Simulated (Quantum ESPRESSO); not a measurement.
# Magnetic state of Fe3Ge from several starts, part 2 of 2

Aim: find out which collinear order of Fe3Ge costs least.

Quantum ESPRESSO 7.5; LDA; plane waves with GBRV 1.5 LDA potentials, no spin-orbit coupling.

So far, absolute magnetization (μB): step 2 (run 1 (ferro +++)) 6.78.

### 3. Run 2 (ferri ++−)

pw.in reads:

```
&CONTROL
  calculation = 'scf'
  prefix = 'pwscf'
  outdir = './tmp'
  pseudo_dir = './pseudo'
  disk_io = 'nowf'
/
&SYSTEM
  ibrav = 0
  celldm(1) = 8
  nat = 4
  ntyp = 3
  ecutwfc = 40
  ecutrho = 280
  nbnd = 42
  occupations = 'smearing'
  smearing = 'fd'
  degauss = 0.00734986
  nspin = 2
  starting_magnetization(1) = 0.175
  starting_magnetization(2) = -0.175
  starting_magnetization(3) = 0
/
&ELECTRONS
  conv_thr = 8d-09
  electron_maxstep = 150
  mixing_beta = 0.3
/
ATOMIC_SPECIES
Fe1    55.8450 fe_lda_v1.5.uspp.F.UPF
Fe2    55.8450 fe_lda_v1.5.uspp.F.UPF
Ge     72.6300 ge_lda_v1.4.uspp.F.UPF
CELL_PARAMETERS alat
   0.8646679327313    0.0000000000000    0.0000000000000
   0.0000000000000    0.8646679327313    0.0000000000000
   0.0000000000000    0.0000000000000    0.8646679327313
ATOMIC_POSITIONS crystal
Fe1     0.0000000000    0.5000000000    0.5000000000
Fe1     0.5000000000    0.5000000000    0.0000000000
Fe2     0.5000000000    0.0000000000    0.5000000000
Ge      0.0000000000    0.0000000000    0.0000000000
K_POINTS automatic
8 8 8 0 0 0
```

The run is started by

```console
OMP_NUM_THREADS=1 mpirun -n 4 pw.x -nk 4 -in pw.in > pw.out
```

Output:

```text
[banner, memory and clock lines left out]
Program PWSCF v.7.5 starts

     Message from routine setup:
     using ibrav=0 with symmetry is DISCOURAGED, use correct ibrav instead

     bravais-lattice index     =            0
     lattice parameter (alat)  =       8.0000  a.u.
     unit-cell volume          =     330.9924 (a.u.)^3
     number of atoms/cell      =            4
     number of atomic types    =            3
     number of electrons       =        62.00
     number of Kohn-Sham states=           42
     kinetic-energy cutoff     =      40.0000  Ry
     charge density cutoff     =     280.0000  Ry
     scf convergence threshold =      8.0E-09
     mixing beta               =       0.3000
     number of iterations used =            8  plain     mixing
     Exchange-correlation=  SLA  PZ   NOGX NOGC
                           (   1   1   0   0   0   0   0)

     celldm(1)=   8.000000  celldm(2)=   0.000000  celldm(3)=   0.000000
     celldm(4)=   0.000000  celldm(5)=   0.000000  celldm(6)=   0.000000

     crystal axes: (cart. coord. in units of alat)
               a(1) = (   0.864668   0.000000   0.000000 )
               a(2) = (   0.000000   0.864668   0.000000 )
               a(3) = (   0.000000   0.000000   0.864668 )

     reciprocal axes: (cart. coord. in units 2 pi/alat)
               b(1) = (  1.156513  0.000000  0.000000 )
               b(2) = (  0.000000  1.156513  0.000000 )
               b(3) = (  0.000000  0.000000  1.156513 )

     PseudoPot. # 1 for Fe read from file:
     fe_lda_v1.5.uspp.F.UPF
     Pseudo is Ultrasoft + core correction, Zval = 16.0

     PseudoPot. # 2 for Fe read from file:
     fe_lda_v1.5.uspp.F.UPF
     Pseudo is Ultrasoft + core correction, Zval = 16.0

     PseudoPot. # 3 for Ge read from file:
     ge_lda_v1.4.uspp.F.UPF
     Pseudo is Ultrasoft + core correction, Zval = 14.0

     atomic species   valence    mass     pseudopotential
     Fe1              16.00    55.84500     Fe( 1.00)
     Fe2              16.00    55.84500     Fe( 1.00)
     Ge               14.00    72.63000     Ge( 1.00)

     Starting magnetic structure
     atomic species   magnetization
     Fe1             0.175
     Fe2            -0.175
     Ge              0.000

     16 Sym. Ops., with inversion, found

   Cartesian axes

     site n.     atom                  positions (alat units)
         1        Fe1    tau(   1) = (   0.0000000   0.4323340   0.4323340  )
         2        Fe1    tau(   2) = (   0.4323340   0.4323340   0.0000000  )
         3        Fe2    tau(   3) = (   0.4323340   0.0000000   0.4323340  )
         4        Ge     tau(   4) = (   0.0000000   0.0000000   0.0000000  )

     number of k points=    75  Fermi-Dirac smearing, width (Ry)=  0.0073
                       cart. coord. in units 2pi/alat
        k(    1) = (   0.0000000   0.0000000   0.0000000), wk =   0.0019531
        k(    2) = (   0.0000000   0.0000000   0.1445642), wk =   0.0078125
        k(    3) = (   0.0000000   0.0000000   0.2891283), wk =   0.0078125
        k(    4) = (   0.0000000   0.0000000   0.4336925), wk =   0.0078125
        k(    5) = (   0.0000000   0.0000000  -0.5782567), wk =   0.0039062
        [... 70 further k-points ...]

     Dense  grid:    26145 G-vectors     FFT dimensions: (  40,  40,  40)

     Smooth grid:    11123 G-vectors     FFT dimensions: (  27,  27,  27)

     Check: negative core charge=   -0.000048
     Generating pointlists ...
     new r_m :   0.2522 (alat units)  2.0177 (a.u.) for type    1
     new r_m :   0.2522 (alat units)  2.0177 (a.u.) for type    2
     new r_m :   0.2522 (alat units)  2.0177 (a.u.) for type    3

     Initial potential from superposition of free atoms

     starting charge      58.9993, renormalised to      62.0000
     Starting wfcs are   48 randomized atomic wfcs

     Self-consistent Calculation

     iteration #  1     ecut=    40.00 Ry     beta= 0.30
     Davidson diagonalization with overlap
     ethr =  1.00E-02,  avg # of iterations =  2.3

     total energy              =    -963.54290036 Ry
     estimated scf accuracy    <       3.57382654 Ry

     total magnetization       =     2.15 Bohr mag/cell
     absolute magnetization    =     6.07 Bohr mag/cell

     iteration #  2     ecut=    40.00 Ry     beta= 0.30
     Davidson diagonalization with overlap
     ethr =  5.76E-03,  avg # of iterations =  2.0

     total energy              =    -963.86676923 Ry
     estimated scf accuracy    <       0.59636174 Ry

     total magnetization       =     1.80 Bohr mag/cell
     absolute magnetization    =     6.39 Bohr mag/cell

     [... further iterations left out ...]

     iteration # 19     ecut=    40.00 Ry     beta= 0.30
     Davidson diagonalization with overlap
     ethr =  4.43E-10,  avg # of iterations =  1.7

     total energy              =    -963.99157396 Ry
     estimated scf accuracy    <       0.00000002 Ry

     total magnetization       =     2.52 Bohr mag/cell
     absolute magnetization    =     5.83 Bohr mag/cell

     iteration # 20     ecut=    40.00 Ry     beta= 0.30
     Davidson diagonalization with overlap
     ethr =  4.00E-11,  avg # of iterations =  2.2

     Magnetic moment per site  (integrated on atomic sphere of radius R)
     atom   1 (R=0.252)  charge= 14.6809  magn=  2.0399
     atom   2 (R=0.252)  charge= 14.6809  magn=  2.0399
     atom   3 (R=0.252)  charge= 14.7063  magn= -1.5463
     atom   4 (R=0.252)  charge= 12.2219  magn= -0.0213

     End of self-consistent calculation

     Number of k-points >= 100: set verbosity='high' to print the bands.

     the Fermi energy is    16.9197 ev

!    total energy              =    -963.99157399 Ry
     estimated scf accuracy    <          4.4E-09 Ry
     smearing contrib. (-TS)   =      -0.01667001 Ry
     internal energy E=F+TS    =    -963.97490399 Ry

     The total energy is F=E-TS. E is the sum of the following terms:
     one-electron contribution =    -451.40197027 Ry
     hartree contribution      =     269.15167954 Ry
     xc contribution           =    -143.78942825 Ry
     ewald contribution        =    -637.93518501 Ry

     total magnetization       =     2.52 Bohr mag/cell
     absolute magnetization    =     5.84 Bohr mag/cell

     convergence has been achieved in  20 iterations
```

Wall time 58 s (4 MPI ranks of Arm Neoverse V2, shared host); peak memory 0.46 GiB.

Spin moment in the atom's sphere by atom:

| atom | spin moment in the atom's sphere (μB) |
| --- | --- |
| Fe1 | 2.04 |
| Fe2 | 2.04 |
| Fe3 | -1.55 |
| Ge4 | -0.02 |

Read from the output:

| Property | Result |
| --- | --- |
| smearing term TS | 0.2268 eV |
| magnetization | 2.516 μB |
| absolute magnetization | 5.835 μB |
| final state | ferrimagnetic |

Spin density in the ac plane at fractional y = 0.000, with atoms of Fe and Ge within 0.2 Å of it.

Ten even steps from '0' (-3.2 e/Å³) to '9' (0.0 e/Å³), each cell a mean:
```
99999999999999
99999999999999
99999999999999
99999999999999
99999987899999
99999853589999
99999620379999
99999742589999
99999976899999
99999999999999
99999999999999
99999999999999
99999999999999
99999999999999
```
Columns run along a (3.7 Å), rows up along c (3.7 Å). Atoms in or near the plane, at fractional coordinates: Fe at (0.50, 0.50), Ge at (0.00, 0.00).

Valence density in the ac plane at fractional y = 0.000, with atoms of Fe and Ge within 0.2 Å of it. It is the smooth field of the valence electrons, not physical close to the nuclei.

Values in e/Å³, 14 rows by 14 columns, each cell a mean:
```
29 13  2  1  0  0  0  0  0  0  0  1  4 18
 6  3  1  0  0  0  0  0  0  0  0  1  2  4
 1  1  1  0  0  0  0  0  0  0  0  0  1  1
 0  0  0  0  0  1  1  1  1  0  0  0  0  0
 0  0  0  0  1  2  4  5  3  1  0  0  0  0
 0  0  0  0  1  6 16 20 13  3  1  0  0  0
 0  0  0  0  2 10 22 21 20  5  1  0  0  0
 0  0  0  0  1  7 19 22 16  4  1  0  0  0
 0  0  0  0  1  3  7 10  6  2  1  0  0  0
 0  0  0  0  0  1  1  2  1  1  0  0  0  0
 1  1  0  0  0  0  0  0  0  0  0  0  0  1
 3  2  1  0  0  0  0  0  0  0  0  1  1  2
22 10  2  1  0  0  0  0  0  0  0  1  3 13
47 22  3  1  0  0  0  0  0  0  0  1  6 29
```
Columns run along a (3.7 Å), rows up along c (3.7 Å). Atoms in or near the plane, at fractional coordinates: Fe at (0.50, 0.50), Ge at (0.00, 0.00).

### 4. Run 3 (no spin polarisation)

pw.in reads:

```
&CONTROL
  calculation = 'scf'
  prefix = 'pwscf'
  outdir = './tmp'
  pseudo_dir = './pseudo'
  disk_io = 'nowf'
/
&SYSTEM
  ibrav = 0
  celldm(1) = 8
  nat = 4
  ntyp = 2
  ecutwfc = 40
  ecutrho = 280
  nbnd = 41
  occupations = 'smearing'
  smearing = 'fd'
  degauss = 0.00734986
/
&ELECTRONS
  conv_thr = 8d-09
  electron_maxstep = 150
  mixing_beta = 0.3
/
ATOMIC_SPECIES
Fe     55.8450 fe_lda_v1.5.uspp.F.UPF
Ge     72.6300 ge_lda_v1.4.uspp.F.UPF
CELL_PARAMETERS alat
   0.8646679327313    0.0000000000000    0.0000000000000
   0.0000000000000    0.8646679327313    0.0000000000000
   0.0000000000000    0.0000000000000    0.8646679327313
ATOMIC_POSITIONS crystal
Fe      0.0000000000    0.5000000000    0.5000000000
Fe      0.5000000000    0.5000000000    0.0000000000
Fe      0.5000000000    0.0000000000    0.5000000000
Ge      0.0000000000    0.0000000000    0.0000000000
K_POINTS automatic
8 8 8 0 0 0
```

Output:

```text
     [... lines left out ...]
Program PWSCF v.7.5 starts
     [... lines left out ...]
     number of atoms/cell      =            4
     [... lines left out ...]
     number of electrons       =        62.00
     number of Kohn-Sham states=           41
     kinetic-energy cutoff     =      40.0000  Ry
     charge density cutoff     =     280.0000  Ry
     scf convergence threshold =      8.0E-09
     [... lines left out ...]
     48 Sym. Ops., with inversion, found
     [... lines left out ...]
     number of k points=    35  Fermi-Dirac smearing, width (Ry)=  0.0073
     [... lines left out ...]
     iteration # 11     ecut=    40.00 Ry     beta= 0.30
     [... lines left out ...]
     the Fermi energy is    16.5870 ev
!    total energy              =    -963.95880094 Ry
     estimated scf accuracy    <          6.5E-09 Ry
     smearing contrib. (-TS)   =      -0.02753077 Ry
     [... lines left out ...]
     convergence has been achieved in  11 iterations
```

Run time: 9.1 s. Hardware: 4 MPI ranks; peak memory 0.33 GiB.

Numbers from this step:

| Item | Value |
| --- | --- |
| smearing term TS | 0.3746 eV |
| final state | non-magnetic (no spin polarisation) |

### 5. The states side by side

An order is kept where moments of 0.15 μB or more survive with the typed signs; meshes match where a doubled cell samples the same k points as the first cell.

Ferrimagnetic means that a moment over 0.15 μB on a transition or rare-earth metal, induced ones included, opposes the net moment. Orders:

| start | final state | typed order kept | energy over the lowest (meV a seeded atom) | largest site moment (μB) | net moment (μB a cell of the first run) | mesh matched | CPU time (s) |
| --- | --- | --- | --- | --- | --- | --- | --- |
| ferro +++ | ferromagnetic | yes | 0 | 2.174 | 6.391 | yes | 78.07 |
| ferri ++- | ferrimagnetic | yes | 179.2 | 2.04 | 2.516 | yes | 232.8 |
| no spin polarisation | non-magnetic | - | 327.8 | 0 | 0 | yes | 36.16 |

### 6. Outcome

```json
{"lowest state found": "ferromagnetic (from ferro +++)", "largest site moment": "2.17 μB", "next state with moments": "ferrimagnetic, 179 meV a seeded atom higher", "state without moments": "328 meV a seeded atom higher"}
```

In words: This is the lowest of 3 collinear or spinless starts, no proof of the ground state. Energies are free energies at an electronic temperature of 1160 K, which lowers moments and differences where the moments are itinerant.

[Logs and program files are shortened in this print: banners, set-up blocks, solver, clock and traceback lines can be left out without a mark of their own.]

[Logs are printed without paths, hosts, clocks, repeated set-up lines and the standing remarks that a program may print on its own settings, such as how far it seeks lower states.]

[Hosts, paths, dates, database ids (printed as entryN), source tags and the programs' standing remarks are cut or masked in the printed files.]

[Where a cell is said to come from a database of computed structures, the database is the Materials Project.]
